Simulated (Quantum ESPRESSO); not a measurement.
# Ti(0001), stepped through the number of layers, part 2 of 8

What law, if any, do the results for Ti(0001) follow against the number of layers?

Quantum ESPRESSO 7.5; plane-wave DFT, PBE, GBRV ultrasoft pseudopotentials.

So far. Step 2 (Relaxing cell and ions of the reference):  The last row is no step: it is a fresh SCF in the final cell with a new plane-wave basis, +0 meV from the row before. The relaxed cell has a = 2.939, c = 4.646 Å (conventional setting).

**3. Self-consistent run of the reference**

A bulk run at that cell gives the reference energy and levels.

Contents of ref.bulk.in:

```
&control
  prefix = 'ref.bulk'
  outdir = './out'
  pseudo_dir = './pseudo'
  calculation = 'scf'
  tprnfor = .true.
/
&system
  ibrav = 0
  nat = 2
  ntyp = 1
  ecutwfc = 40
  ecutrho = 200
  occupations = 'smearing'
  smearing = 'mv'
  degauss = 0.02
/
&electrons
  conv_thr = 1e-09
  mixing_beta = 0.4
  electron_maxstep = 120
/
ATOMIC_SPECIES
  Ti  47.8670  ti_pbe_v1.4.uspp.F.UPF
CELL_PARAMETERS angstrom
  2.93894489200000 0.00000000000000 0.00000000000000
  -1.46947244600000 2.54520093700000 0.00000000000000
  0.00000000000000 0.00000000000000 4.64602188400000
ATOMIC_POSITIONS crystal
  Ti  0.333333333300 0.666666666700 0.250000000000
  Ti  0.666666666700 0.333333333300 0.750000000000
K_POINTS automatic
  16 16 9 0 0 0
```

Run with:

```console
> OMP_NUM_THREADS=1 mpirun -n 4 pw.x -nk 4 -in ref.bulk.in > ref.bulk.out
```

What it wrote:

```text
[banner, memory and clock lines left out]
Program PWSCF v.7.5 starts
[citation notice left out]

[...]
Message from routine setup:
[...]
bravais-lattice index     =            0
     lattice parameter (alat)  =       5.5538  a.u.
     unit-cell volume          =     234.5262 (a.u.)^3
     number of atoms/cell      =            2
     number of atomic types    =            1
     number of electrons       =        24.00
     number of Kohn-Sham states=           16
     kinetic-energy cutoff     =      40.0000  Ry
     charge density cutoff     =     200.0000  Ry
     scf convergence threshold =      1.0E-09
     mixing beta               =       0.4000
     number of iterations used =            8  plain     mixing
     Exchange-correlation=  SLA  PW   PBX  PBC
                           (   1   4   3   4   0   0   0)

[...]
PseudoPot. # 1 for Ti read from file:
     ./pseudo/ti_pbe_v1.4.uspp.F.UPF
     Pseudo is Ultrasoft + core correction, Zval = 12.0
     Generated by new atomic code, or converted to UPF format
     Using radial grid of  851 points,  6 beta functions with:
                l(1) =   0
                l(2) =   0
                l(3) =   1
                l(4) =   1
                l(5) =   2
                l(6) =   2
     Q(r) pseudized with  6 coefficients,  rinner =    1.000   1.000   1.000
                                                       1.000   1.000

     atomic species   valence    mass     pseudopotential
     Ti               12.00    47.86700     Ti( 1.00)

     24 Sym. Ops., with inversion, found (12 have fractional translation)

[...]
number of k points=   150  Marzari-Vanderbilt smearing, width (Ry)=  0.0200

     Number of k-points >= 100: set verbosity='high' to print them.

     Dense  grid:    11235 G-vectors     FFT dimensions: (  25,  25,  40)

     Smooth grid:     8075 G-vectors     FFT dimensions: (  24,  24,  36)

     Check: negative core charge=   -0.000009

     Initial potential from superposition of free atoms

     starting charge      21.9999, renormalised to      24.0000

     negative rho (up, down):  4.005E-03 0.000E+00
     Starting wfcs are   20 randomized atomic wfcs

     per-process dynamical memory:    21.6 Mb

     Self-consistent Calculation

     iteration #  1     ecut=    40.00 Ry     beta= 0.40
     Davidson diagonalization with overlap
     ethr =  1.00E-02,  avg # of iterations =  3.8

     negative rho (up, down):  4.703E-03 0.000E+00

     total energy              =    -238.31619576 Ry
     estimated scf accuracy    <       1.24615390 Ry

     iteration #  2     ecut=    40.00 Ry     beta= 0.40
[...]
negative rho (up, down):  3.747E-03 0.000E+00

[...]
total energy              =    -238.46565287 Ry
     estimated scf accuracy    <       0.05014434 Ry

     iteration #  3     ecut=    40.00 Ry     beta= 0.40
[...]
negative rho (up, down):  3.016E-03 0.000E+00

[...]
total energy              =    -238.49850258 Ry
     estimated scf accuracy    <       0.02312483 Ry

     iteration #  4     ecut=    40.00 Ry     beta= 0.40
[...]
negative rho (up, down):  1.254E-03 0.000E+00

[...]
total energy              =    -238.50057849 Ry
     estimated scf accuracy    <       0.00215221 Ry

     iteration #  5     ecut=    40.00 Ry     beta= 0.40
[...]
negative rho (up, down):  1.299E-03 0.000E+00

[...]
total energy              =    -238.50145341 Ry
     estimated scf accuracy    <       0.00017301 Ry

     iteration #  6     ecut=    40.00 Ry     beta= 0.40
[...]
negative rho (up, down):  1.281E-03 0.000E+00

[...]
total energy              =    -238.50143409 Ry
     estimated scf accuracy    <       0.00007424 Ry

[...]
iteration #  9     ecut=    40.00 Ry     beta= 0.40
[...]
negative rho (up, down):  1.292E-03 0.000E+00

[...]
total energy              =    -238.50144470 Ry
     estimated scf accuracy    <       0.00000156 Ry

     iteration # 10     ecut=    40.00 Ry     beta= 0.40
[...]
negative rho (up, down):  1.293E-03 0.000E+00

[...]
total energy              =    -238.50144519 Ry
     estimated scf accuracy    <       0.00000006 Ry

     iteration # 11     ecut=    40.00 Ry     beta= 0.40
[...]
negative rho (up, down):  1.294E-03 0.000E+00

[...]
total energy              =    -238.50144520 Ry
     estimated scf accuracy    <          5.7E-09 Ry

     iteration # 12     ecut=    40.00 Ry     beta= 0.40
[...]
negative rho (up, down):  1.293E-03 0.000E+00

[...]
End of self-consistent calculation

     Number of k-points >= 100: set verbosity='high' to print the bands.

     the Fermi energy is    13.3789 ev

!    total energy              =    -238.50144520 Ry
     estimated scf accuracy    <          3.6E-10 Ry
     smearing contrib. (-TS)   =       0.00020533 Ry
     internal energy E=F+TS    =    -238.50165054 Ry

     The total energy is F=E-TS. E is the sum of the following terms:
     one-electron contribution =     -81.01406775 Ry
     hartree contribution      =      48.50141098 Ry
     xc contribution           =     -36.07611324 Ry
     ewald contribution        =    -169.91288053 Ry

     convergence has been achieved in  12 iterations

     negative rho (up, down):  1.293E-03 0.000E+00

     Forces acting on atoms (cartesian axes, Ry/au):

     atom    1 type  1   force =    -0.00000000    0.00000000    0.00000000
     atom    2 type  1   force =     0.00000000    0.00000000    0.00000000

     Total force =     0.000000     Total SCF correction =     0.000000

[...]
```

Elapsed: 21 s, on 4 MPI ranks of Arm Neoverse N1, shared host; peak memory 0.25 GiB; 84 s of CPU time.

[end of part 2 of 8]

[Logs are printed without paths, hosts, clocks, repeated set-up lines and the standing remarks that a program may print on its own settings, such as how far it seeks lower states.]

[Hosts, paths, dates, database ids (printed as entryN), source tags and the programs' standing remarks are cut or masked in the printed files.]

[Maps of the electrostatic potential energy from Ansatz leave out the sawtooth potential of an applied field or a dipole correction, so their vacuum need not be flat; planar profiles and work functions include it.]
